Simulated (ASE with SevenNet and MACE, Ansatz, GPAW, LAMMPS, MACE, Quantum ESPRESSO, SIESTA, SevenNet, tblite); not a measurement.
## Machine-learned potentials on liquid (Cs,Li,Na)Cl at 1300 K (98 atoms): settings against a plane-wave reference

Aim: run liquid (Cs,Li,Na)Cl at 1300 K (98 atoms) in machine-learned potentials and see how near its forces come to a plane-wave reference, and at what cost.

Main program and level: ASE with SevenNet and MACE; the method is named at each step.

## Step 1: The starting structure

The cell holds 98 atoms: 15 Cs, 21 Li, 13 Na and 49 Cl. Its edges and angles: a = 15.265 Å, b = 15.265 Å, c = 15.265 Å, α = 90.0°, β = 90.0°, γ = 90.0°. 98 atoms (15 Cs, 21 Li, 13 Na, 49 Cl) placed at random at 1.95 g/cm³, melted at 1800 K for 10 ps at fixed volume with the Lennard-Jones and Coulomb ion parameters for SPC/E (Joung and Cheatham, J. Phys. Chem. B 112, 9020 (2008)), full charges. Snapshot at the end of a hold of 20 ps at 1300 K and fixed volume.

The yardstick, on the same geometry:

| Quantity | Value |
| --- | --- |
| method | Kohn-Sham DFT, PBE, PAW, plane waves (Ansatz 0.2.0); cutoff 420 eV, Γ point, fermi-dirac smearing of 0.05 eV; PAW set soft_2 |
| r.m.s. force component | 0.3723 eV/Å |
| longest force | 1.785 eV/Å |
| pressure | -0.3554 GPa |
| gap (highest filled to lowest empty level) | 2.919 eV |
| SCF cycles | 8 |
| time | 57 s on 4 threads of Arm Neoverse V1, shared host |
| CPU time | 3.7 min |

## Step 2: SevenNet l3i5 potential

Method: machine-learned interatomic potential SevenNet l3i5, trained on PBE(+U) plane-wave data.

Contents of run.py:

```python
import numpy as np
from ase.io import read
import mlip  # loads the published weights by name

atoms = read("structure.xyz")
atoms.calc = mlip.calc("7net-l3i5")
energy = atoms.get_potential_energy()
forces = atoms.get_forces()
print(f"energy {energy:.6f} eV")
print("forces (eV/A)")
for i, (a, f) in enumerate(zip(atoms, forces)):
    print(f"{i:4d} {a.symbol:2s} {f[0]:10.5f} {f[1]:10.5f} {f[2]:10.5f}")
stress = -atoms.get_stress(voigt=False) * 160.21766
print("stress (GPa, compression positive)")
for row in stress:
    print(" ".join(f"{x:10.4f}" for x in row))
```

Contents of structure.xyz:

```xyz
98
Lattice="15.26530 0.00000 0.00000 0.00000 15.26530 0.00000 0.00000 0.00000 15.26530" Properties=species:S:1:pos:R:3 pbc="T T T"
Cs 3.15503 12.15377 5.50238
Cs 7.24781 4.85910 14.20512
Cs 3.03657 13.58841 13.06878
Cs 10.75105 6.61751 1.49692
Cs 0.91378 10.37170 11.02750
Cs 2.06784 14.04163 2.37772
Cs 10.45475 0.35568 9.25031
Cs 7.83995 6.30671 9.18330
Cs 13.79479 13.79403 4.33428
Cs 10.14211 11.15206 14.89038
Cs 2.03502 5.45109 12.97642
Cs 15.08456 2.21087 10.43017
Cs 11.89442 2.74180 5.74158
Cs 13.62306 6.71200 7.73096
Cs 6.07574 2.45466 6.49493
Li 11.49492 10.07800 11.03330
Li 4.58341 13.84731 8.20998
Li 1.37540 1.54149 6.47218
Li 7.22568 12.50106 13.45789
Li 12.06768 3.03841 12.33482
Li 13.93600 7.78408 12.82010
Li 0.56634 14.49608 8.51102
Li 8.78442 5.28149 4.64279
Li 2.98330 2.56564 3.47759
Li 0.59504 4.93268 5.11800
Li 10.94522 5.51444 10.30438
Li 7.38596 2.46840 2.58564
Li 3.25823 10.60969 1.43280
Li 14.08926 9.85833 4.46815
Li 8.84304 0.89638 13.96103
Li 6.18352 8.63665 13.89860
Li 5.39842 8.13808 7.02937
Li 10.83760 11.50836 2.90422
Li 6.30945 10.28698 2.39131
Li 5.28759 10.61793 9.93420
Li 12.72897 11.55568 7.65356
Na 14.50936 10.43017 0.25966
Na 0.69152 7.22140 2.09806
Na 9.62065 9.34542 5.26653
Na 3.17579 2.38123 14.87680
Na 2.93078 6.37922 8.72946
Na 5.01389 6.42959 2.05853
Na 13.43957 14.50402 14.53348
Na 7.89933 11.82267 8.75022
Na 6.51828 13.48414 0.99286
Na 10.25920 0.45170 1.81504
Na 5.48482 1.39494 11.72864
Na 6.40135 13.96653 4.93130
Na 14.72369 2.68410 1.54576
Cl 15.21554 7.40703 5.08960
Cl 2.68150 0.25157 7.92941
Cl 11.71780 0.78296 12.58563
Cl 13.60123 9.77025 9.17689
Cl 5.00885 2.97566 1.40135
Cl 4.92901 5.75303 6.80680
Cl 6.75490 12.61326 11.13665
[... 38 atom lines left out ...]
Cl 7.97612 8.18388 14.96274
Cl 8.84349 2.76989 4.70095
Cl 8.97600 2.49191 0.57535
Cl 12.37985 1.56164 2.82042
```

The run is started by

```
OMP_NUM_THREADS=1 python run.py > output.txt
```

Log:

```text
energy -320.586578 eV
forces (eV/A)
   0 Cs   -1.47206   -0.35573    0.74647
   1 Cs    0.22630   -0.29662    0.02728
   2 Cs   -0.40023   -0.44287   -0.13933
   3 Cs    0.01940   -0.18284   -0.29431
   4 Cs   -0.22572    0.36537    0.35464
   5 Cs    0.02371   -0.10826   -0.70784
   6 Cs   -0.18105   -0.19395    0.39634
   7 Cs    0.17360   -0.15491    0.01322
   8 Cs   -0.57808    0.93261   -0.04530
   9 Cs   -0.01475   -1.20252   -0.07605
  10 Cs   -0.13588    0.55093    0.58009
  11 Cs    0.77227   -0.37563    0.34483
  12 Cs    0.24862   -0.17060    0.17219
  13 Cs   -0.09805    0.15863    0.63427
  14 Cs   -0.12477    0.42474    0.18807
  15 Li    0.29148   -0.13820   -0.72091
  16 Li    0.29169    0.32506   -0.06340
  17 Li   -0.23915    0.14323   -0.02309
  18 Li   -0.51784    0.22639   -0.50663
  19 Li   -0.30809    0.52009    0.13056
  20 Li    0.44196    0.14150    0.04144
  21 Li    0.02382   -0.60237   -0.03318
  22 Li    0.08902   -0.54148    0.06591
  23 Li    0.20242   -0.23535   -0.09239
[...]
90 Cl   -0.04221   -0.16040   -0.19004
  91 Cl    0.12455   -0.51496    0.55936
  92 Cl   -0.13147   -0.29328   -0.06714
  93 Cl   -0.21407    0.36377   -0.35735
  94 Cl    1.04017   -0.38504    0.20743
  95 Cl   -0.29760    0.09288   -0.09508
  96 Cl    0.04554   -0.48565    0.20366
  97 Cl    0.44756   -0.03748   -0.37706
stress (GPa, compression positive)
   -0.3019    -0.0254    -0.0481
   -0.0254    -0.3264    -0.0023
   -0.0481    -0.0023    -0.5798
```

Elapsed: 11 s, on 1 thread of Arm Neoverse V1, shared host; peak memory 0.94 GiB.

Banners, paths, timers and routine set-up lines are dropped from the logs unmarked, and long logs keep their key lines alone; longer cuts are marked.

Numbers from this run, and their distance from the reference:

* r.m.s. force component: 0.3829 eV/Å
* r.m.s. difference of force components: 59.75 meV/Å
* longest difference of force vectors: 287 meV/Å
* force difference over r.m.s. force: 16.05 %
* slope of forces against the reference's: 1.016
* correlation of force components: 0.9879
* pressure: -0.4027 GPa
* pressure difference: -0.0473 GPa

Length of the force difference by element (eV/Å):

```
element  atoms   mean  most
     Cl     49  0.096  0.21
     Cs     15  0.088  0.29
     Li     21  0.099  0.22
     Na     13  0.064  0.14
```

Local excerpt of 10 atoms (numbers count through the whole input) about Cl83, which bears the longest force; x, y, z are measured from there.

```
atom      x      y      z  distance (Å)  bonds     Fx     Fy  Fz (eV/Å)
Cl83   0.00   0.00   0.00          0.00      5   1.03  -0.57      -1.29
Na48   1.58   1.32   1.78          2.72      4   0.26   0.23       0.02
Na45   1.69   0.84  -2.16          2.87      5   0.03   0.28       0.14
Li34   1.48  -2.36  -0.76          2.89      4   0.08  -0.19      -0.08
 Cs1  -1.67  -0.49   2.35          2.93      4  -1.47  -0.36       0.75
Li28  -1.57  -2.04  -1.72          3.09      2  -0.08  -0.07      -0.05
 Cs6  -2.76   1.40  -0.77          3.19      6   0.02  -0.11      -0.71
Cl60  -0.45   3.28   1.33          3.57      4  -0.02   0.10      -0.17
Cl73  -0.29  -3.80   0.25          3.82      3   0.08   0.41      -0.58
Cl62   3.57   1.56  -0.10          3.90      3  -0.19  -0.13       0.02
```

Atoms are counted from 1 here, from 0 in the log.

Forces lie 16 % from the reference's, at 0.043 times its CPU time (on 1 against 4 cores).

## Step 3: MACE MP-0b2 small potential

Method: machine-learned interatomic potential MACE MP-0b2 small, trained on PBE(+U) plane-wave data.

Changes to run.py since step 2:

```diff
@@ -5,3 +5,3 @@
 atoms = read("structure.xyz")
-atoms.calc = mlip.calc("7net-l3i5")
+atoms.calc = mlip.calc("mace-mp-0b2-small")
 energy = atoms.get_potential_energy()
```

structure.xyz is that of step 2.

Log:

```text
energy -318.624924 eV
forces (eV/A)
   0 Cs   -1.47118   -0.33372    0.83270
   1 Cs    0.26052   -0.29286    0.06809
   2 Cs   -0.38171   -0.38192   -0.08909
   3 Cs    0.00556   -0.15744   -0.18811
   4 Cs   -0.41826    0.34399    0.36346
   5 Cs   -0.00186   -0.12434   -0.72470
   6 Cs   -0.15860   -0.16499    0.38281
   7 Cs    0.27673   -0.30284   -0.23547
   8 Cs   -0.71677    1.04611   -0.01464
   9 Cs    0.00888   -1.33213   -0.16265
  10 Cs   -0.10155    0.40712    0.76384
  11 Cs    0.88582   -0.41246    0.48454
  12 Cs    0.29139   -0.19594    0.17152
  13 Cs   -0.19971    0.10382    0.60657
  14 Cs   -0.17056    0.73368    0.30469
  15 Li    0.27755   -0.10052   -0.66861
  16 Li    0.26043    0.40818   -0.10593
  17 Li   -0.29334    0.08579   -0.07281
  18 Li   -0.56601    0.21585   -0.61097
  19 Li   -0.28561    0.48193    0.13163
  20 Li    0.49302    0.28089    0.00542
  21 Li    0.01584   -0.59407   -0.12629
  22 Li    0.14070   -0.73349    0.16907
  23 Li    0.13232   -0.34539    0.06217
[...]
90 Cl   -0.06226   -0.19414   -0.05684
  91 Cl    0.15001   -0.38785    0.52414
  92 Cl   -0.05869   -0.25662   -0.00209
  93 Cl   -0.21504    0.32359   -0.54593
  94 Cl    0.98047   -0.48251    0.11487
  95 Cl   -0.37044    0.11007   -0.19649
  96 Cl    0.06554   -0.57799    0.11738
  97 Cl    0.45180   -0.17057   -0.41634
stress (GPa, compression positive)
   -0.5155    -0.0455    -0.0343
   -0.0455    -0.5253     0.0044
   -0.0343     0.0044    -0.7950
```

Elapsed: 8.4 s, on 1 thread; peak memory 0.67 GiB.

Compared with the plane-wave run:

| Property | Result |
| --- | --- |
| r.m.s. force component | 0.3997 eV/Å |
| r.m.s. difference of force components | 93.11 meV/Å |
| longest difference of force vectors | 427 meV/Å |
| force difference over r.m.s. force | 25.01 % |
| slope of forces against the reference's | 1.045 |
| correlation of force components | 0.9734 |
| pressure | -0.6119 GPa |
| pressure difference | -0.2565 GPa |

Against the first run (16 %), the force difference from the reference is 25 %, at 0.74 times the CPU time.

## Step 4: SevenNet 0 potential

Method: machine-learned interatomic potential SevenNet 0, trained on PBE(+U) plane-wave data.

Changes to run.py since step 3:

```diff
@@ -5,3 +5,3 @@
 atoms = read("structure.xyz")
-atoms.calc = mlip.calc("mace-mp-0b2-small")
+atoms.calc = mlip.calc("7net-0")
 energy = atoms.get_potential_energy()
```

structure.xyz is that of step 3.

Log:

```text
energy -320.299713 eV
forces (eV/A)
   0 Cs   -1.61021   -0.38028    0.83958
   1 Cs    0.24191   -0.35122    0.03403
   2 Cs   -0.29303   -0.49399   -0.13574
   3 Cs    0.05530   -0.23950   -0.28139
   4 Cs   -0.30194    0.45695    0.34387
   5 Cs    0.01289   -0.11000   -0.71383
   6 Cs   -0.12112   -0.11414    0.29315
   7 Cs    0.27652   -0.15953    0.03269
   8 Cs   -0.59377    0.93242   -0.01040
   9 Cs    0.08491   -1.15621   -0.03802
  10 Cs   -0.19156    0.50776    0.58601
  11 Cs    0.75500   -0.41358    0.39293
  12 Cs    0.36766   -0.15650    0.31865
  13 Cs   -0.13531    0.15475    0.57383
  14 Cs   -0.14512    0.48687    0.20451
  15 Li    0.27617   -0.13806   -0.69047
  16 Li    0.28897    0.34388   -0.04571
  17 Li   -0.26380    0.08774   -0.00345
  18 Li   -0.53223    0.22916   -0.49218
  19 Li   -0.25218    0.56752    0.12107
  20 Li    0.44545    0.14896    0.10889
  21 Li    0.02034   -0.50894   -0.10987
  22 Li    0.09771   -0.54474    0.05052
  23 Li    0.23000   -0.29695   -0.10975
[...]
90 Cl   -0.04631   -0.17477   -0.19248
  91 Cl    0.11515   -0.51061    0.55517
  92 Cl   -0.04408   -0.27309   -0.08024
  93 Cl   -0.18886    0.34704   -0.41575
  94 Cl    1.03910   -0.33619    0.23574
  95 Cl   -0.33659    0.01092   -0.11985
  96 Cl    0.02757   -0.46183    0.17963
  97 Cl    0.44734   -0.08307   -0.43184
stress (GPa, compression positive)
   -0.1891    -0.0233    -0.0467
   -0.0233    -0.1831     0.0256
   -0.0467     0.0256    -0.5272
```

Run time: 7.6 s. Hardware: 1 thread; peak memory 0.7 GiB.

Numbers from this run, and their distance from the reference:

| Item | Value |
| --- | --- |
| r.m.s. force component | 0.3899 eV/Å |
| r.m.s. difference of force components | 71.05 meV/Å |
| longest difference of force vectors | 341.6 meV/Å |
| force difference over r.m.s. force | 19.08 % |
| slope of forces against the reference's | 1.03 |
| correlation of force components | 0.9837 |
| pressure | -0.2998 GPa |
| pressure difference | 0.0556 GPa |

Against the first run (16 %), the force difference from the reference is 19 %, at 0.78 times the CPU time.

## Step 5: All runs compared

Differences are against the plane-wave reference, forces as r.m.s. over components; share is that over the reference's r.m.s. force, slope the least-squares factor from reference forces to these. Total energies of different programs have different zeros and aren't compared.

```
                        run  Δ force, r.m.s. (meV/Å)  share (%)  slope  Δ pressure (GPa)  cores  CPU time  memory (GiB)
                  reference                        -          -      -                 -      4   3.7 min           4.3
    SevenNet l3i5 potential                     59.7       16.0  1.016           -0.0473      1     9.7 s          0.94
MACE MP-0b2 small potential                     93.1       25.0  1.045            -0.257      1     7.2 s          0.67
       SevenNet 0 potential                     71.0       19.1  1.030            0.0556      1     7.6 s           0.7
```

Times of the machine-learned potentials are mostly Python's start and the loading of weights.

CPU time is summed over cores on a shared host, where runs went side by side, so it is rough. Symmetry, cutoffs, thresholds, outputs and thread counts weren't matched or tuned between programs; memory under MPI is the largest rank's times the ranks.

## Step 6: What came out

* nearest in forces: SevenNet l3i5 potential, 16 %
* its CPU time: 9.7 s

**Reading.** Machine-learned potentials differ by 16 % (SevenNet l3i5 potential) to 25 % (MACE MP-0b2 small potential); they were trained on other programs' data. The frame stands for 1300 K, but pressures are static and levels are smeared at 580 K. The network of bonds at the start is that of the classical potential that made the cell, and needn't be the one that DFT or experiment would give. The ion parameters were fitted for water, not for melts, so the starting structure of this cell may lie well off the real melt's. The electronic-structure runs sample only Γ, in a cell whose shortest periodic width is 15 Å. Spin–orbit coupling is left out, which matters for the levels of the heavy elements.

[Also dropped from logs without a mark: logging warnings of Python, and SIESTA's first energy breakdown and zero terms.]

[Logs are printed without paths, hosts, clocks, repeated set-up lines and the standing remarks that a program may print on its own settings, such as how far it seeks lower states.]

[Hosts, paths, dates, database ids (printed as entryN), source tags and the programs' standing remarks are cut or masked in the printed files.]
